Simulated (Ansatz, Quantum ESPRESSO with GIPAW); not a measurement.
# Na3ScF6: which site gives which 23Na line?

The values are calculated: DFT, PBEsol, plane-wave PAW (pslibrary 1.0.0 recipes), scalar-relativistic, GIPAW shieldings (Quantum ESPRESSO with GIPAW, a patched development version). Shieldings are without the macroscopic shape term, which is common to all sites.

```
CELL_PARAMETERS angstrom
0.00000 4.21532 4.21532
4.21532 0.00000 4.21532
4.21532 4.21532 0.00000
ATOMIC_POSITIONS crystal
Sc 0.00000 0.00000 0.00000
Na 0.50000 0.50000 0.50000
Na 0.25000 0.25000 0.25000
Na 0.75000 0.75000 0.75000
F 0.76263 0.76263 0.23737
F 0.76263 0.23737 0.76263
F 0.23737 0.76263 0.23737
F 0.23737 0.76263 0.76263
F 0.23737 0.23737 0.76263
F 0.76263 0.23737 0.23737
```

The cell is a computed entry of the Materials Project; it need not be the form that is stable at ambient conditions. The coordinates shown are those after relaxation (atoms relaxed).

The Na sites:

| site | atom no. | atoms in cell | site symmetry | surroundings | bonds (Å) |
| --- | --- | --- | --- | --- | --- |
| Na(1) | 2 | 1 | m-3m | NaF6 | 2.214 |
| Na(2) | 3 | 2 | -43m | NaF12 | 2.983 |

The lines, in order of position:

| line | σ_iso (ppm) | relative area | span (ppm) | skew |
| --- | --- | --- | --- | --- |
| A | 592.1 | 2 | 0.0 | - |
| B | 535.9 | 1 | 0.0 | - |

Simulated spectrum: 23Na fast MAS, 9.4 T (105.9 MHz), lines broadened by 0.80 ppm; the axis counts ppm from the isotropic position of the most shielded site, as −Δσ; rigid lattice, with dipolar and J couplings and satellite transitions left out.

offset (ppm), intensity and a bar:
```
     61.7       0.00 
     59.6       0.00 
     57.5       0.01 
     56.2       0.50 ###############
     55.4       0.05 ##
     53.5       0.00 
     51.4       0.00 
     49.3       0.00 
     47.4       0.00 
     45.3       0.00 
     43.3       0.00 
     41.3       0.00 
     39.3       0.00 
     37.2       0.00 
     35.1       0.00 
     33.2       0.00 
     31.1       0.00 
     29.0       0.00 
     27.1       0.00 
     25.0       0.00 
     22.9       0.00 
     21.0       0.00 
     18.9       0.00 
     16.8       0.00 
     14.7       0.00 
     12.8       0.00 
     10.7       0.00 
      8.6       0.00 
      6.7       0.00 
      4.6       0.00 
      2.6       0.01 
      0.6       0.21 ######
      0.0       1.00 ##############################
     -1.5       0.02 
     -3.5       0.00 
     -5.5       0.00
```

Most prominent maxima (ppm: height): 56.2: 0.50, 0.0: 1.00.

Q: Assign the lines to the sites.

By the calculation: A is Na(2) (NaF12); B is Na(1) (NaF6). The areas settle A and B, whose multiplicities are unique. Shielding rises with the number of neighbours over these sites, the usual order.

[Banner, clock, file and message-heading lines were taken out of the pw.x and gipaw.x logs.]

[Logs are printed without paths, hosts, clocks, repeated set-up lines and the standing remarks that a program may print on its own settings, such as how far it seeks lower states.]

[Hosts, paths, dates, database ids (printed as entryN), source tags and the programs' standing remarks are cut or masked in the printed files.]
